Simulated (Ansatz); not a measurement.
# W(100) with 4 thermally displaced layers, 2x2: scattering by thermal displacements

Wanted: the phonon-limited resistivity of W at 300 K by the Landauer route. The measured value for the pure metal at this temperature is 5.44 µΩ cm (CRC Handbook of Chemistry and Physics, 84th ed., 2003, Electrical Resistivity of Pure Metals).

Program: Ansatz 0.2.0. Level of theory: Ansatz plane-wave DFT, PBE, PAW files; ballistic transport by layer matching (Landauer), zero bias; PAW set soft_1. Results are calculated unless marked as measured.

### 1. Starting point

The cell holds 56 atoms: 56 W. Cell: a = 6.330 Å, b = 6.330 Å, c = 22.154 Å, α = 90.0°, β = 90.0°, γ = 90.0°. It derives from W. Regions: lead, 40 atoms (40 W); scattering region, 16 atoms (16 W). The structure is stacked along c, and the current runs across the ab planes.

### 2. With 4 displaced layers

Each atom of 4 layers is moved at random, by amounts drawn from a normal law 0.0394 Å wide in each direction from the Debye model (400 K) at 300 K. The layers about the cell's end stay perfect and serve as the lead. Disorder leaves little or no symmetry, which makes such runs dear. Energies from -0.05 to 0.05 eV in steps of 0.05 eV are too few for the program's thermal sum, so it prints no conductance; for a metal the transmission near the Fermi level serves, at a fraction of the cost.

input.yaml reads:

```yaml
crystal:
  lattice:
    - [6.3296, 0.0, 0.0]
    - [0.0, 6.3296, 0.0]
    - [0.0, 0.0, 22.1536]
  atoms:
    - { symbol: W, position: [0.0, 0.0, 0.0357142857] }
    - { symbol: W, position: [0.0, 0.5, 0.0357142857] }
    - { symbol: W, position: [0.5, 0.0, 0.0357142857] }
    - { symbol: W, position: [0.5, 0.5, 0.0357142857] }
    - { symbol: W, position: [0.25, 0.25, 0.1071428571] }
    - { symbol: W, position: [0.25, 0.75, 0.1071428571] }
    - { symbol: W, position: [0.75, 0.25, 0.1071428571] }
    - { symbol: W, position: [0.75, 0.75, 0.1071428571] }
    - { symbol: W, position: [0.0, 0.0, 0.1785714286] }
    - { symbol: W, position: [0.0, 0.5, 0.1785714286] }
    - { symbol: W, position: [0.5, 0.0, 0.1785714286] }
    - { symbol: W, position: [0.5, 0.5, 0.1785714286] }
    - { symbol: W, position: [0.25, 0.25, 0.25] }
    - { symbol: W, position: [0.25, 0.75, 0.25] }
    - { symbol: W, position: [0.75, 0.25, 0.25] }
    - { symbol: W, position: [0.75, 0.75, 0.25] }
    - { symbol: W, position: [0.0, 0.0, 0.3214285714] }
    - { symbol: W, position: [0.0, 0.5, 0.3214285714] }
    - { symbol: W, position: [0.5, 0.0, 0.3214285714] }
    - { symbol: W, position: [0.5, 0.5, 0.3214285714] }
    - { symbol: W, position: [0.2499574518, 0.256520132, 0.3941777088] }
    - { symbol: W, position: [0.2545120895, 0.7600890907, 0.3907103738] }
    - { symbol: W, position: [0.7460924737, 0.2417689111, 0.3926652651] }
    - { symbol: W, position: [0.7562248364, 0.7498632089, 0.3937401695] }
    - { symbol: W, position: [0.9880910541, 0.0009165836, 0.4626706966] }
    - { symbol: W, position: [0.0110651888, 0.5055273241, 0.4659762459] }
    - { symbol: W, position: [0.4996394165, 0.0038196898, 0.4654572366] }
    - { symbol: W, position: [0.4978534959, 0.4969001079, 0.4640813354] }
    - { symbol: W, position: [0.246226495, 0.2462957546, 0.5352096717] }
    - { symbol: W, position: [0.245460106, 0.7547761701, 0.5328720928] }
    - { symbol: W, position: [0.7551328855, 0.2461011307, 0.5347421161] }
    - { symbol: W, position: [0.7415807885, 0.7491010049, 0.5352732684] }
    - { symbol: W, position: [0.0011932565, 0.9966732293, 0.6073098112] }
    - { symbol: W, position: [0.0113413057, 0.5025491078, 0.6061212722] }
    - { symbol: W, position: [0.5059402955, 0.9991972415, 0.608200385] }
    - { symbol: W, position: [0.5038189741, 0.4975626665, 0.6037055435] }
    - { symbol: W, position: [0.25, 0.25, 0.6785714286] }
    - { symbol: W, position: [0.25, 0.75, 0.6785714286] }
    - { symbol: W, position: [0.75, 0.25, 0.6785714286] }
    - { symbol: W, position: [0.75, 0.75, 0.6785714286] }
    - { symbol: W, position: [0.0, 0.0, 0.75] }
    - { symbol: W, position: [0.0, 0.5, 0.75] }
    - { symbol: W, position: [0.5, 0.0, 0.75] }
    - { symbol: W, position: [0.5, 0.5, 0.75] }
    - { symbol: W, position: [0.25, 0.25, 0.8214285714] }
    - { symbol: W, position: [0.25, 0.75, 0.8214285714] }
    - { symbol: W, position: [0.75, 0.25, 0.8214285714] }
    - { symbol: W, position: [0.75, 0.75, 0.8214285714] }
    - { symbol: W, position: [0.0, 0.0, 0.8928571429] }
    - { symbol: W, position: [0.0, 0.5, 0.8928571429] }
    - { symbol: W, position: [0.5, 0.0, 0.8928571429] }
    - { symbol: W, position: [0.5, 0.5, 0.8928571429] }
    - { symbol: W, position: [0.25, 0.25, 0.9642857143] }
    - { symbol: W, position: [0.25, 0.75, 0.9642857143] }
    - { symbol: W, position: [0.75, 0.25, 0.9642857143] }
    - { symbol: W, position: [0.75, 0.75, 0.9642857143] }
kpoints:
  mp_grid: { grid: [4, 4, 1] }
hamiltonian:
  xc: pbe
  pseudopotentials: { kind: paw, azcp: { folder: soft_1 } }
scf:
  occupations: { method: fermi_dirac, width: 0.1 }
output:
  transmission: { leads: [[0, 4]], kmesh: [8, 8], e_range: [-0.05, 0.05], de: 0.05 }
  write_potential: true
  write_density: true
  volumetric_format: npy
  elf: true
```

Started as:

```bash
$ ansatz run input.yaml --threads 4 --pin off --max-ram 15360MiB --backend cpu --events-out ev --progress --plain --runs-dir out
```

Numbers of over 12 decimals in the logs are rounded to 6 here.

Output:

```text
Engine: ansatz 0.2.0, x86_64-unknown-linux-gnu
Pseudopotentials: kind: paw
Pseudopotential: W, paw, valence charge 14, recommended cutoff 420 eV (normal), soft_1/W.paw.azcp
Functional definition: PBE
  parameter kappa = 0.804
  parameter beta = 0.066725
  exchange = pbe_x(kappa = kappa, mu = beta*pi^2/3)
  correlation = pbe_c(beta = beta)
Crystal: 56 atoms, lattice volume = 887.558 Å³
Basis set: ecut = 420 eV, 17351 PW (Γ)
Bands: 471, of which v1, the nominal top of the filled ones, is band 392 counted from 1 (391 counted from 0)
Symmetry: 1 space group operations
Space group: P1 (ITA 1), of the structure as read, at distance tolerance 9.6e-5 Å
k-points: 10 of 16 (time reversal used)
Non-local potential: W, projectors of the file, l = 0: 3, l = 1: 2, l = 2: 2, l = 3: 1
PAW form: soft (Blöchl's): semilocal exchange-correlation on the pseudo side does not see the compensation charge
PAW one-centre angular grid: W, 590 points (default); XC on 64 Gauss nodes
Initial density: superposition of atomic densities (chi_scale 0.1, normalization cell)
Initial wavefunctions: pseudopotential atomic-orbital guess
Functional: x = pbe(κ = 0.804, μ = 0.219515), c = pbe(β = 0.066725)
SCF iter   1: F=—  HF=-581621.900590 eV  |F-HF|=—  |Δ(HF+E_count)|=         —  Δρ=6.31e-2  dr2=3.05e1  ethr=3.10e-3  ⟨swp⟩=5.0  Hψ=16973  notcnv=0
preconditioner: auto → Kerker (q_TF=auto, 2.672 Å⁻¹)  [metal: Δε(μ)=0.004 eV  Ē_g=5.403 eV  σ=0.100 eV  W_gap=0.01  n_scr=294 (ndim 8)  ℏωp=22.8 eV  f_vac=0.000  D(μ)=25.77/eV (n_scr^D=204)]
SCF iter   2: F=—  HF=-581614.736877 eV  |F-HF|=—  |Δ(HF+E_count)|=    7.16e0  Δρ=3.77e-2  dr2=1.06e1  ethr=3.10e-3  ⟨swp⟩=2.0  Hψ=6036  notcnv=0  defer=10
SCF iter   3: F=—  HF=-581611.134369 eV  |F-HF|=—  |Δ(HF+E_count)|=    3.60e0  Δρ=2.96e-3  dr2=3.23e-2  ethr=1.35e-3  ⟨swp⟩=2.1  Hψ=8587  notcnv=0  defer=10
SCF iter   4: F=—  HF=-581611.151067 eV  |F-HF|=—  |Δ(HF+E_count)|=   1.67e-2  Δρ=3.06e-4  dr2=5.40e-4  ethr=4.12e-6  ⟨swp⟩=2.4  Hψ=8811  notcnv=0  defer=9
SCF iter   5: F=—  HF=-581611.151220 eV  |F-HF|=—  |Δ(HF+E_count)|=   1.53e-4  Δρ=4.63e-5  dr2=5.71e-5  ethr=6.89e-8  ⟨swp⟩=2.3  Hψ=8410  notcnv=0  defer=9
SCF iter   6: F=—  HF=-581611.150532 eV  |F-HF|=—  |Δ(HF+E_count)|=   6.88e-4  Δρ=7.54e-6  dr2=5.88e-6  ethr=7.28e-9  ⟨swp⟩=1.0  Hψ=4710  notcnv=0  defer=9
SCF iter   7: F=—  HF=-581611.150532 eV  |F-HF|=—  |Δ(HF+E_count)|=   1.61e-7  Δρ=1.89e-6  dr2=1.40e-7  ethr=7.50e-10  ⟨swp⟩=1.0  Hψ=4701  notcnv=0  defer=9
SCF iter   8: F=-581611.150532 eV  HF=-581611.150532 eV  |F-HF|=1.98e-9  |Δ(HF+E_count)|=   3.03e-9  Δρ=3.90e-7  dr2=2.80e-9  ethr=1.28e-11  ⟨swp⟩=6.9  Hψ=8098  notcnv=0
SCF 1 converged in 8 iterations: F = -581611.150532 eV  dr2 = 2.80e-9
  greatest PAW one-centre occupation: 0.999 electrons in one spin orbital (limit 2), on the W atom at site 24 (counted from 0), in its partial waves of l = 0
transmission: 99 of 952 steps passed
transmission: 192 of 952 steps passed
[...]
transmission: 952 of 952 steps passed
SCF converged after 8 iterations
Free energy (F): -581611.150532 eV
Harris-Foulkes:  -581611.150532 eV  (|F-HF|=1.98e-9)
Internal energy: -581610.172391 eV  (E = F + TS)
E sigma→0 (E₀):  -581610.661461 eV
Entropy (-TS):   -0.978141 eV (-17.467 meV/atom)
Fermi energy:    22.480537 eV
--- Per-component energies (eV) ---
  E_band       = -4714.132986
  E_kinetic    = 23622.944978
  E_local      = -30339.401434  (includes V_loc(G=0)·N_el)
  E_nonlocal   = -1426.653215
  E_hartree    = 12746.450841
  E_xc         = -14996.699379
  E_vxc        = -12962.181487  (∫ρ·V_xc dr)
  E_paw        = -480360.942216  (= ΣΔE_a)
  E_vpaw       = -9101.750503  (= ΣTr[D̂ρ^β])
  E_aug_tail   = 0.008266  (compensation charges beyond the density's cutoff)
  E_ewald      = -90855.880231
  E_smearing   = -0.978141  (= −TS)
  E_closure    = 0.000000  (closes the sum)
  Σ components = -581611.150532   (vs F -581611.150532, Δ=0.00e0)
--- Band table (eV; the first three rows and the last of 10) ---
  k-point 0: bands = [... 388 lower, 22.3975, 22.4019, 22.4123, 22.4191, 22.5374, 22.5619, 22.5824, 22.5833, ... 75 higher]
  k-point 1: bands = [... 388 lower, 22.1748, 22.1816, 22.3854, 22.3926, 22.4423, 22.4588, 22.5675, 22.5745, ... 75 higher]
  k-point 2: bands = [... 388 lower, 22.4249, 22.4391, 22.4413, 22.4866, 22.7010, 22.7472, 22.8464, 22.8658, ... 75 higher]
  k-point 9: bands = [... 388 lower, 21.6927, 21.7143, 21.7549, 21.7734, 22.5220, 22.5392, 22.5430, 22.5739, ... 75 higher]
--- Transmission ---
  basis      : 349 plane waves across, 28 finite elements along
  points     : 34, standing for a mesh of 8 x 8
  energies   : 3 from -0.050000 to 0.050000 eV about the Fermi level, 0.050000 eV apart; the leads are filled to 0.000000 eV, and channels, transmission and decay are at 0.000000 eV
  crystal 0  : W4, at the sites [0, 4], period 1.5824 Å, over 15.82 Å; its Hamiltonian steps by up to 2.0 meV
    offset         : up to 0.0000 Å between an atom of the period and one for which it stands
    channels       : 5.656250e0 a spin
    conductance    : none, the energies end too early or step too widely for 300 K: set another output.transmission.e_range or a lower de, or, where they end at an eighth of basis.ecutwfc, a higher one
    slowest decay  : 0.0292 /Å at (0.5000, 0.5000)
  junction   : crystal 0 to crystal 0, 0.70 to 21.27 Å
    transmission   : 5.274727e0 a spin
    conductance    : none, the energies end too early or step too widely for 300 K: set another output.transmission.e_range or a lower de, or, where they end at an eighth of basis.ecutwfc, a higher one
```

The job ended after 6.1 min (4 threads of Intel Xeon Gold 6455B (Sapphire Rapids), shared host; peak memory 7.9 GiB).

In the SCF lines HF is the Harris–Foulkes energy and dr2 the Hartree energy of the density residual, in eV; the loop may stop once dr2 is under the threshold and the program's other checks hold. Hψ counts applications of the Hamiltonian.

This step gave:

```yaml
free_energy: -581611.1505 eV
energy_at_zero_smearing: -581610.6615 eV
fermi_energy: 22.48 eV
cell_area: 40.06 Å²
transmission_per_spin_nearest_the_fermi_level: 5.275
open_channels_per_spin_nearest_the_fermi_level: 5.656
step_of_the_lead_s_potential: 2 meV
```

Per spin. Transmission, zone mean against energy, zero at the Fermi level:

```tsv
energy (eV)	transmission, zone mean
-0.0500	4.93
0.0000	5.27
0.0500	5.22
```

Per spin. The open channels, zone mean, lead by energy, zero at the Fermi level:

```tsv
energy (eV)	open channels, zone mean, lead
-0.0500	5.28
0.0000	5.66
0.0500	5.53
```

Transmission over k1 and k2. At 0.0000 eV from the Fermi level.

Values, 8 rows by 8 columns:
```
 1.8  1.0  3.0  3.9  6.1  3.9  3.0  1.0
 2.0  3.0  1.8  6.4  8.5  6.4  1.5  3.0
 4.0  4.0  6.5 11.7 13.4 12.0  6.7  4.0
 7.5  6.4  8.7 13.4 13.7 13.4  8.7  6.4
 4.0  4.0  6.7 12.0 13.4 11.7  6.5  4.0
 2.0  3.0  1.5  6.4  8.5  6.4  1.8  3.0
 1.8  1.0  3.0  3.9  6.1  3.9  3.0  1.0
 0.0  1.8  2.0  3.9  6.7  3.9  2.0  1.8
```
Columns: k1 (b1) from -0.5 to 0.375; rows upwards: k2 (b2) from -0.5 to 0.375.

Open channels over k1 and k2. At 0.0000 eV from the Fermi level.

Ten even steps from '0' (0.0) to '9' (14.0):
```
10225220
12157512
22599952
55799975
22599952
12157512
10225220
01125211
```
Columns: k1 (b1) from -0.5 to 0.375; rows upwards: k2 (b2) from -0.5 to 0.375.

Electrostatic potential energy in the ca plane at fractional y = 0.000, with atoms of W within 0.2 Å of it. With pseudopotentials it is smooth inside the atoms' cores, unlike the true potential.

Values in eV, 9 rows by 16 columns, each cell a mean:
```
 -8 -13  20  -2 -17  17   2 -21  12  12 -19   6  17 -18  -1  20
 17  16  23  19  14  22  19  10  21  22  14  21  22  14  19  23
 20  20  23  21  19  22  22  18  22  22  17  22  23  19  21  23
 -3  -8  21   3 -12  19  10 -14  14  15 -16   8  19 -12   3  21
-15 -18  19  -8 -22  15   1 -23   7   9 -23   0  14 -22  -7  19
  5   1  22  10  -2  21  15  -5  18  19  -2  15  21  -3  10  22
 22  22  23  22  21  23  23  22  23  23  22  23  23  21  22  23
 11   8  22  14   6  22  18   8  21  20   4  18  22   5  15  22
-13 -17  19  -6 -21  16   1 -21  12   9 -22   2  15 -21  -6  19
```
Columns run along c (16.0 Å, from fractional 0.14 to 0.86 of the cell; values clipped at the 3rd and 97th percentile), rows up along a (6.3 Å). Atoms in or near the plane, at fractional coordinates: W at (0.18, 0.00), W at (0.18, 0.50), W at (0.32, 0.00), W at (0.32, 0.50), W at (0.46, 0.99), W at (0.47, 0.50), W at (0.61, 0.00), W at (0.61, 0.51), W at (0.75, 0.00), W at (0.75, 0.50).

Valence density in the ca plane at fractional y = 0.000, with atoms of W within 0.2 Å of it. It is the smooth field of the valence electrons, not physical close to the nuclei.

Ten even steps from '0' (0.3 e/Å³) to '9' (5.6 e/Å³), each cell a mean:
```
16995000027983000049982000059961000169940000
02441000002431000025630000014420000024410000
00000000000000000000100000000000000000000000
00000000000000000000000000000000000000000000
00000000000000000000000000000000000000000000
00000000000000000000000000000000000000000000
02442000003531000013430000025530000024410000
16995000027993000038982000059971000169940000
17996100028994000049993000059971000279950000
04773000015862000026861000026740000148730000
00110000001210000001210000001100000011100000
00000000000000000000000000000000000000000000
00000000000000000000000000000000000000000000
00000000000000000000000000000000000000000000
01210000001210000001100000002210000012100000
04773000015862000025740000037841000148730000
17996100028994000059982000169971000279950000
```
Columns run along c (16.0 Å, from fractional 0.14 to 0.86 of the cell), rows up along a (6.3 Å). Atoms in or near the plane, at fractional coordinates: W at (0.18, 0.00), W at (0.18, 0.50), W at (0.32, 0.00), W at (0.32, 0.50), W at (0.46, 0.99), W at (0.47, 0.50), W at (0.61, 0.00), W at (0.61, 0.51), W at (0.75, 0.00), W at (0.75, 0.50).

ELF in the ca plane at fractional y = 0.000, with atoms of W within 0.2 Å of it. It is the smooth field of the valence electrons, not physical close to the nuclei.

Values, 9 rows by 16 columns, each cell a mean:
```
0.45 0.49 0.35 0.41 0.53 0.34 0.38 0.54 0.33 0.34 0.55 0.36 0.34 0.53 0.40 0.35
0.33 0.31 0.46 0.37 0.28 0.45 0.40 0.27 0.43 0.43 0.27 0.40 0.45 0.27 0.37 0.46
0.37 0.34 0.45 0.41 0.31 0.45 0.44 0.30 0.45 0.45 0.28 0.43 0.45 0.31 0.41 0.45
0.42 0.45 0.39 0.38 0.49 0.37 0.35 0.52 0.36 0.36 0.53 0.37 0.37 0.49 0.38 0.39
0.45 0.46 0.28 0.42 0.46 0.29 0.36 0.46 0.33 0.32 0.46 0.38 0.29 0.46 0.42 0.28
0.35 0.36 0.44 0.35 0.38 0.41 0.36 0.40 0.39 0.38 0.37 0.36 0.41 0.39 0.35 0.44
0.42 0.39 0.44 0.44 0.36 0.45 0.45 0.34 0.47 0.46 0.34 0.46 0.45 0.36 0.45 0.44
0.32 0.31 0.46 0.34 0.31 0.43 0.37 0.27 0.42 0.41 0.31 0.37 0.43 0.31 0.34 0.45
0.46 0.47 0.30 0.42 0.49 0.30 0.38 0.52 0.32 0.33 0.50 0.37 0.30 0.49 0.42 0.30
```
Columns run along c (16.0 Å, from fractional 0.14 to 0.86 of the cell), rows up along a (6.3 Å). Atoms in or near the plane, at fractional coordinates: W at (0.18, 0.00), W at (0.18, 0.50), W at (0.32, 0.00), W at (0.32, 0.50), W at (0.46, 0.99), W at (0.47, 0.50), W at (0.61, 0.00), W at (0.61, 0.51), W at (0.75, 0.00), W at (0.75, 0.50).

Over the solved energies the transmission per spin lies between 4.93 and 5.27, out of 5.49 channels of the lead on average (up to 5.66).

[end of part 1 of 2]

[Logs are printed without paths, hosts, clocks, repeated set-up lines and the standing remarks that a program may print on its own settings, such as how far it seeks lower states.]

[Hosts, paths, dates, database ids (printed as entryN), source tags and the programs' standing remarks are cut or masked in the printed files.]
